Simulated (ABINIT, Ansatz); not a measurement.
# CaGeS3 (Pm-3m): zone-centre phonons, part 4 of 5

Aim: the zone-centre modes of CaGeS3 (Pm-3m).

ABINIT 10.8.3; DFT PBE, scalar-relativistic, plane waves, SPMS norm-conserving pseudopotentials.

So far, highest optical zone-centre mode (no LO-TO term) (cm⁻¹): step 5 (zone-centre analysis) 278. The relaxed cell has a = 4.786 Å (conventional setting).

The structure was built from a prototype and need not be the compound's stable phase.

### Step 6. Sum rules set otherwise (asr 0)

Without the rule the raw error of the acoustic modes shows.

File anaddb.abi:

```
ddb_filepath "gamma_DDB"
output_file "anaddb.abo"
outdata_prefix "anaddb"
asr 0
chneut 0
enunit 2
eivec 1
nph1l 1
qph1l 0.0 0.0 0.0 1.0
```

File mrgddb.in:

```
gamma_DDB
merged
2
dfpt_gammao_DDB
gso_DDB
```

Run with:

```console
> mrgddb < mrgddb.in > mrgddb.log
> OMP_NUM_THREADS=1 anaddb anaddb.abi > anaddb.log
```

anaddb.abo, the main output file:

```text
-outvars_anaddb: echo values of input variables ----------------------

 Miscellaneous information :
      enunit         2
       eivec         1
      chneut         0
 First list of wavevector (reduced coord.) :
       nph1l         1
       qph1l
                     0.00000000E+00  0.00000000E+00  0.00000000E+00    1.000E+00

================================================================================

 read the DDB information and perform some checks

  ==== Info on the Cryst% object ====
 Real(R)+Recip(G) space primitive vectors, cartesian coordinates (Bohr,Bohr^-1):
 R(1)=  9.0446407  0.0000000  0.0000000  G(1)=  0.1105627  0.0000000  0.0000000
 R(2)=  0.0000000  9.0446407  0.0000000  G(2)=  0.0000000  0.1105627  0.0000000
 R(3)=  0.0000000  0.0000000  9.0446407  G(3)=  0.0000000  0.0000000  0.1105627
 Unit cell volume ucvol=  7.3990158E+02 bohr^3
 Angles (23,13,12)=  9.00000000E+01  9.00000000E+01  9.00000000E+01 degrees
 Time-reversal symmetry is present
 Reduced atomic positions [iatom, xred, symbol]:
    1)    0.0000000  0.0000000  0.0000000  Ca
    2)    0.5000000  0.5000000  0.5000000  Ge
    3)    0.5000000  0.5000000  0.0000000   S
    4)    0.5000000  0.0000000  0.5000000   S
    5)    0.0000000  0.5000000  0.5000000   S

 DDB file with 3 blocks has been read.

================================================================================

 Treat the first list of vectors

  Phonon wavevector (reduced coordinates) :  0.00000  0.00000  0.00000
 Phonon energies in Hartree :
  -5.777678E-04 -5.777678E-04 -5.777678E-04 -4.234420E-04 -4.234420E-04
  -4.234420E-04 -9.409166E-05 -9.409166E-05 -9.409166E-05 -2.037945E-05
  -2.037945E-05 -2.037945E-05  1.267553E-03  1.267553E-03  1.267553E-03
 Phonon energies in meV     :
- -1.572186E+01 -1.572186E+01 -1.572186E+01 -1.152245E+01 -1.152245E+01
- -1.152245E+01 -2.560364E+00 -2.560364E+00 -2.560364E+00 -5.545531E-01
- -5.545531E-01 -5.545531E-01  3.449188E+01  3.449188E+01  3.449188E+01
 Phonon frequencies in cm-1    :
- -1.268054E+02 -1.268054E+02 -1.268054E+02 -9.293479E+01 -9.293479E+01
- -9.293479E+01 -2.065073E+01 -2.065073E+01 -2.065073E+01 -4.472773E+00
- -4.472773E+00 -4.472772E+00  2.781957E+02  2.781957E+02  2.781957E+02
 Phonon frequencies in Thz     :
- -3.801529E+00 -3.801529E+00 -3.801529E+00 -2.786115E+00 -2.786115E+00
- -2.786115E+00 -6.190934E-01 -6.190934E-01 -6.190934E-01 -1.340903E-01
- -1.340903E-01 -1.340903E-01  8.340099E+00  8.340099E+00  8.340099E+00
 Phonon energies in Kelvin  :
- -1.824446E+02 -1.824446E+02 -1.824446E+02 -1.337124E+02 -1.337124E+02
- -1.337124E+02 -2.971179E+01 -2.971179E+01 -2.971179E+01 -6.435322E+00
- -6.435322E+00 -6.435322E+00  4.002616E+02  4.002616E+02  4.002616E+02

 Eigendisplacements
 (will be given, for each mode : in cartesian coordinates
   for each atom the real part of the displacement vector,
   then the imaginary part of the displacement vector - absolute values smaller than 1.0d-7 are set to zero)
  Mode number    1   Energy   -5.777678E-04
 Attention : low frequency mode.
   (Could be unstable or acoustic mode)
-  1  0.00000000E+00  0.00000000E+00  2.25485121E-03
-     0.00000000E+00  0.00000000E+00  0.00000000E+00
-  2  0.00000000E+00  0.00000000E+00  8.34564374E-04
-     0.00000000E+00  0.00000000E+00  0.00000000E+00
-  3  0.00000000E+00  0.00000000E+00 -4.63411300E-04
-     0.00000000E+00  0.00000000E+00  0.00000000E+00
-  4  0.00000000E+00  0.00000000E+00 -2.11674447E-03
-     0.00000000E+00  0.00000000E+00  0.00000000E+00
-  5  0.00000000E+00  0.00000000E+00 -2.11674447E-03
-     0.00000000E+00  0.00000000E+00  0.00000000E+00
  Mode number    2   Energy   -5.777678E-04
 Attention : low frequency mode.
   (Could be unstable or acoustic mode)
-  1  0.00000000E+00 -2.25485121E-03  0.00000000E+00
-     0.00000000E+00  0.00000000E+00  0.00000000E+00
-  2  0.00000000E+00 -8.34564374E-04  0.00000000E+00
-     0.00000000E+00  0.00000000E+00  0.00000000E+00
-  3  0.00000000E+00  2.11674447E-03  0.00000000E+00
-     0.00000000E+00  0.00000000E+00  0.00000000E+00
-  4  0.00000000E+00  4.63411300E-04  0.00000000E+00
-     0.00000000E+00  0.00000000E+00  0.00000000E+00
-  5  0.00000000E+00  2.11674447E-03  0.00000000E+00
-     0.00000000E+00  0.00000000E+00  0.00000000E+00
  Mode number    3   Energy   -5.777678E-04
 Attention : low frequency mode.
   (Could be unstable or acoustic mode)
-  1  2.25485121E-03  0.00000000E+00  0.00000000E+00
-     0.00000000E+00  0.00000000E+00  0.00000000E+00
-  2  8.34564374E-04  0.00000000E+00  0.00000000E+00
-     0.00000000E+00  0.00000000E+00  0.00000000E+00
-  3 -2.11674447E-03  0.00000000E+00  0.00000000E+00
-     0.00000000E+00  0.00000000E+00  0.00000000E+00
-  4 -2.11674447E-03  0.00000000E+00  0.00000000E+00
-     0.00000000E+00  0.00000000E+00  0.00000000E+00
-  5 -4.63411300E-04  0.00000000E+00  0.00000000E+00
-     0.00000000E+00  0.00000000E+00  0.00000000E+00
  Mode number    4   Energy   -4.234420E-04
 Attention : low frequency mode.
   (Could be unstable or acoustic mode)
-  1  0.00000000E+00  0.00000000E+00  0.00000000E+00
-     0.00000000E+00  0.00000000E+00  0.00000000E+00
-  2  0.00000000E+00  0.00000000E+00  0.00000000E+00
-     0.00000000E+00  0.00000000E+00  0.00000000E+00
-  3  0.00000000E+00  0.00000000E+00  0.00000000E+00
-     0.00000000E+00  0.00000000E+00  0.00000000E+00
-  4  0.00000000E+00  0.00000000E+00  2.92470830E-03
-     0.00000000E+00  0.00000000E+00  0.00000000E+00
-  5  0.00000000E+00  0.00000000E+00 -2.92470830E-03
-     0.00000000E+00  0.00000000E+00  0.00000000E+00
  Mode number    5   Energy   -4.234420E-04
 Attention : low frequency mode.
   (Could be unstable or acoustic mode)
-  1  0.00000000E+00  0.00000000E+00  0.00000000E+00
-     0.00000000E+00  0.00000000E+00  0.00000000E+00
-  2  0.00000000E+00  0.00000000E+00  0.00000000E+00
-     0.00000000E+00  0.00000000E+00  0.00000000E+00
-  3  0.00000000E+00 -2.92470830E-03  0.00000000E+00
-     0.00000000E+00  0.00000000E+00  0.00000000E+00
-  4  0.00000000E+00  0.00000000E+00  0.00000000E+00
-     0.00000000E+00  0.00000000E+00  0.00000000E+00
-  5  0.00000000E+00  2.92470830E-03  0.00000000E+00
-     0.00000000E+00  0.00000000E+00  0.00000000E+00
  Mode number    6   Energy   -4.234420E-04
 Attention : low frequency mode.
   (Could be unstable or acoustic mode)
-  1  0.00000000E+00  0.00000000E+00  0.00000000E+00
-     0.00000000E+00  0.00000000E+00  0.00000000E+00
-  2  0.00000000E+00  0.00000000E+00  0.00000000E+00
-     0.00000000E+00  0.00000000E+00  0.00000000E+00
-  3  2.92470830E-03  0.00000000E+00  0.00000000E+00
-     0.00000000E+00  0.00000000E+00  0.00000000E+00
-  4 -2.92470830E-03  0.00000000E+00  0.00000000E+00
-     0.00000000E+00  0.00000000E+00  0.00000000E+00
-  5  0.00000000E+00  0.00000000E+00  0.00000000E+00
-     0.00000000E+00  0.00000000E+00  0.00000000E+00
  Mode number    7   Energy   -9.409166E-05
 Attention : low frequency mode.
   (Could be unstable or acoustic mode)
-  1  0.00000000E+00  0.00000000E+00 -2.43751633E-03
-     0.00000000E+00  0.00000000E+00  0.00000000E+00
-  2  0.00000000E+00  0.00000000E+00  1.90322914E-03
-     0.00000000E+00  0.00000000E+00  0.00000000E+00
-  3  0.00000000E+00  0.00000000E+00  3.86891860E-04
-     0.00000000E+00  0.00000000E+00  0.00000000E+00
-  4  0.00000000E+00  0.00000000E+00 -8.15433381E-04
-     0.00000000E+00  0.00000000E+00  0.00000000E+00
-  5  0.00000000E+00  0.00000000E+00 -8.15433381E-04
-     0.00000000E+00  0.00000000E+00  0.00000000E+00
  Mode number    8   Energy   -9.409166E-05
 Attention : low frequency mode.
   (Could be unstable or acoustic mode)
-  1  0.00000000E+00 -2.43751633E-03  0.00000000E+00
-     0.00000000E+00  0.00000000E+00  0.00000000E+00
-  2  0.00000000E+00  1.90322914E-03  0.00000000E+00
-     0.00000000E+00  0.00000000E+00  0.00000000E+00
-  3  0.00000000E+00 -8.15433381E-04  0.00000000E+00
-     0.00000000E+00  0.00000000E+00  0.00000000E+00
-  4  0.00000000E+00  3.86891860E-04  0.00000000E+00
-     0.00000000E+00  0.00000000E+00  0.00000000E+00
-  5  0.00000000E+00 -8.15433381E-04  0.00000000E+00
-     0.00000000E+00  0.00000000E+00  0.00000000E+00
  Mode number    9   Energy   -9.409166E-05
 Attention : low frequency mode.
   (Could be unstable or acoustic mode)
-  1  2.43751633E-03  0.00000000E+00  0.00000000E+00
-     0.00000000E+00  0.00000000E+00  0.00000000E+00
-  2 -1.90322914E-03  0.00000000E+00  0.00000000E+00
-     0.00000000E+00  0.00000000E+00  0.00000000E+00
-  3  8.15433381E-04  0.00000000E+00  0.00000000E+00
-     0.00000000E+00  0.00000000E+00  0.00000000E+00
-  4  8.15433381E-04  0.00000000E+00  0.00000000E+00
-     0.00000000E+00  0.00000000E+00  0.00000000E+00
-  5 -3.86891860E-04  0.00000000E+00  0.00000000E+00
-     0.00000000E+00  0.00000000E+00  0.00000000E+00
  Mode number   10   Energy   -2.037945E-05
 Attention : low frequency mode.
   (Could be unstable or acoustic mode)
-  1  0.00000000E+00  0.00000000E+00 -1.62262692E-03
-     0.00000000E+00  0.00000000E+00  0.00000000E+00
-  2  0.00000000E+00  0.00000000E+00 -1.61634168E-03
-     0.00000000E+00  0.00000000E+00  0.00000000E+00
-  3  0.00000000E+00  0.00000000E+00 -1.61984772E-03
-     0.00000000E+00  0.00000000E+00  0.00000000E+00
-  4  0.00000000E+00  0.00000000E+00 -1.62439081E-03
-     0.00000000E+00  0.00000000E+00  0.00000000E+00
-  5  0.00000000E+00  0.00000000E+00 -1.62439081E-03
-     0.00000000E+00  0.00000000E+00  0.00000000E+00
  Mode number   11   Energy   -2.037945E-05
 Attention : low frequency mode.
   (Could be unstable or acoustic mode)
-  1  0.00000000E+00  1.62262692E-03  0.00000000E+00
-     0.00000000E+00  0.00000000E+00  0.00000000E+00
-  2  0.00000000E+00  1.61634168E-03  0.00000000E+00
-     0.00000000E+00  0.00000000E+00  0.00000000E+00
-  3  0.00000000E+00  1.62439081E-03  0.00000000E+00
-     0.00000000E+00  0.00000000E+00  0.00000000E+00
-  4  0.00000000E+00  1.61984772E-03  0.00000000E+00
-     0.00000000E+00  0.00000000E+00  0.00000000E+00
-  5  0.00000000E+00  1.62439081E-03  0.00000000E+00
-     0.00000000E+00  0.00000000E+00  0.00000000E+00
  Mode number   12   Energy   -2.037945E-05
 Attention : low frequency mode.
   (Could be unstable or acoustic mode)
-  1  1.62262692E-03  0.00000000E+00  0.00000000E+00
-     0.00000000E+00  0.00000000E+00  0.00000000E+00
-  2  1.61634168E-03  0.00000000E+00  0.00000000E+00
-     0.00000000E+00  0.00000000E+00  0.00000000E+00
-  3  1.62439081E-03  0.00000000E+00  0.00000000E+00
-     0.00000000E+00  0.00000000E+00  0.00000000E+00
-  4  1.62439081E-03  0.00000000E+00  0.00000000E+00
-     0.00000000E+00  0.00000000E+00  0.00000000E+00
-  5  1.61984772E-03  0.00000000E+00  0.00000000E+00
-     0.00000000E+00  0.00000000E+00  0.00000000E+00
  Mode number   13   Energy    1.267553E-03
-  1  0.00000000E+00  0.00000000E+00  1.70436229E-04
-     0.00000000E+00  0.00000000E+00  0.00000000E+00
-  2  0.00000000E+00  0.00000000E+00  7.89820963E-04
-     0.00000000E+00  0.00000000E+00  0.00000000E+00
-  3  0.00000000E+00  0.00000000E+00 -3.75759168E-03
-     0.00000000E+00  0.00000000E+00  0.00000000E+00
-  4  0.00000000E+00  0.00000000E+00  8.77345065E-04
-     0.00000000E+00  0.00000000E+00  0.00000000E+00
-  5  0.00000000E+00  0.00000000E+00  8.77345065E-04
-     0.00000000E+00  0.00000000E+00  0.00000000E+00
  Mode number   14   Energy    1.267553E-03
-  1  0.00000000E+00 -1.70436229E-04  0.00000000E+00
-     0.00000000E+00  0.00000000E+00  0.00000000E+00
-  2  0.00000000E+00 -7.89820963E-04  0.00000000E+00
-     0.00000000E+00  0.00000000E+00  0.00000000E+00
-  3  0.00000000E+00 -8.77345065E-04  0.00000000E+00
-     0.00000000E+00  0.00000000E+00  0.00000000E+00
-  4  0.00000000E+00  3.75759168E-03  0.00000000E+00
-     0.00000000E+00  0.00000000E+00  0.00000000E+00
-  5  0.00000000E+00 -8.77345065E-04  0.00000000E+00
-     0.00000000E+00  0.00000000E+00  0.00000000E+00
  Mode number   15   Energy    1.267553E-03
-  1  1.70436229E-04  0.00000000E+00  0.00000000E+00
-     0.00000000E+00  0.00000000E+00  0.00000000E+00
-  2  7.89820963E-04  0.00000000E+00  0.00000000E+00
-     0.00000000E+00  0.00000000E+00  0.00000000E+00
-  3  8.77345065E-04  0.00000000E+00  0.00000000E+00
-     0.00000000E+00  0.00000000E+00  0.00000000E+00
-  4  8.77345065E-04  0.00000000E+00  0.00000000E+00
-     0.00000000E+00  0.00000000E+00  0.00000000E+00
-  5 -3.75759168E-03  0.00000000E+00  0.00000000E+00
-     0.00000000E+00  0.00000000E+00  0.00000000E+00

 Analysis of degeneracies and characters (maximum tolerance=1.00E-06 a.u.)
 For each vibration mode, or group of modes if degenerate,
 the characters are given for each symmetry operation (see the list in the log file).
 Symmetry characters of vibration mode #   1
       degenerate with vibration modes #   2 to    3
  3.0 -3.0 -1.0  1.0 -1.0  1.0 -1.0  1.0  1.0 -1.0 -1.0  1.0  1.0 -1.0 -1.0  1.0
 -0.0  0.0  0.0 -0.0 -0.0  0.0  0.0 -0.0  1.0 -1.0 -1.0  1.0 -1.0  1.0  1.0 -1.0
 -0.0  0.0 -0.0  0.0  0.0 -0.0  0.0 -0.0  1.0 -1.0  1.0 -1.0 -1.0  1.0 -1.0  1.0
 Symmetry characters of vibration mode #   4
       degenerate with vibration modes #   5 to    6
  3.0 -3.0 -1.0  1.0 -1.0  1.0 -1.0  1.0 -1.0  1.0  1.0 -1.0 -1.0  1.0  1.0 -1.0
  0.0 -0.0  0.0 -0.0 -0.0  0.0 -0.0  0.0 -1.0  1.0  1.0 -1.0  1.0 -1.0 -1.0  1.0
  0.0 -0.0 -0.0  0.0 -0.0  0.0  0.0 -0.0 -1.0  1.0 -1.0  1.0  1.0 -1.0  1.0 -1.0
 Symmetry characters of vibration mode #   7
       degenerate with vibration modes #   8 to    9
  3.0 -3.0 -1.0  1.0 -1.0  1.0 -1.0  1.0  1.0 -1.0 -1.0  1.0  1.0 -1.0 -1.0  1.0
  0.0 -0.0  0.0 -0.0 -0.0  0.0 -0.0  0.0  1.0 -1.0 -1.0  1.0 -1.0  1.0  1.0 -1.0
  0.0 -0.0 -0.0  0.0 -0.0  0.0  0.0 -0.0  1.0 -1.0  1.0 -1.0 -1.0  1.0 -1.0  1.0
 Symmetry characters of vibration mode #  10
       degenerate with vibration modes #  11 to   12
  3.0 -3.0 -1.0  1.0 -1.0  1.0 -1.0  1.0  1.0 -1.0 -1.0  1.0  1.0 -1.0 -1.0  1.0
  0.0 -0.0 -0.0  0.0  0.0 -0.0  0.0 -0.0  1.0 -1.0 -1.0  1.0 -1.0  1.0  1.0 -1.0
  0.0 -0.0  0.0 -0.0  0.0 -0.0 -0.0  0.0  1.0 -1.0  1.0 -1.0 -1.0  1.0 -1.0  1.0
 Symmetry characters of vibration mode #  13
       degenerate with vibration modes #  14 to   15
  3.0 -3.0 -1.0  1.0 -1.0  1.0 -1.0  1.0  1.0 -1.0 -1.0  1.0  1.0 -1.0 -1.0  1.0
  0.0 -0.0 -0.0  0.0  0.0 -0.0  0.0 -0.0  1.0 -1.0 -1.0  1.0 -1.0  1.0  1.0 -1.0
  0.0 -0.0  0.0 -0.0  0.0 -0.0 -0.0  0.0  1.0 -1.0  1.0 -1.0 -1.0  1.0 -1.0  1.0
-
```

It took 0.49 s on 1 thread of Arm Neoverse V1, shared host.

This step gave:

- lowest optical zone-centre mode: -126.8 cm⁻¹

Zone-centre frequencies as printed; negative means imaginary. Modes:

| mode | frequency (cm⁻¹) |
| --- | --- |
| 1 | -126.8 |
| 2 | -126.8 |
| 3 | -126.8 |
| 4 | -92.93 |
| 5 | -92.93 |
| 6 | -92.93 |
| 7 | -20.65 |
| 8 | -20.65 |
| 9 | -20.65 |
| 10 | -4.47 |
| 11 | -4.47 |
| 12 | -4.47 |
| 13 | 278.2 |
| 14 | 278.2 |
| 15 | 278.2 |

[end of part 4 of 5]

[Host names and launcher messages were left out of these logs when they were recorded.]

[Logs are printed without paths, hosts, clocks, repeated set-up lines and the standing remarks that a program may print on its own settings, such as how far it seeks lower states.]

[Hosts, paths, dates, database ids (printed as entryN), source tags and the programs' standing remarks are cut or masked in the printed files.]
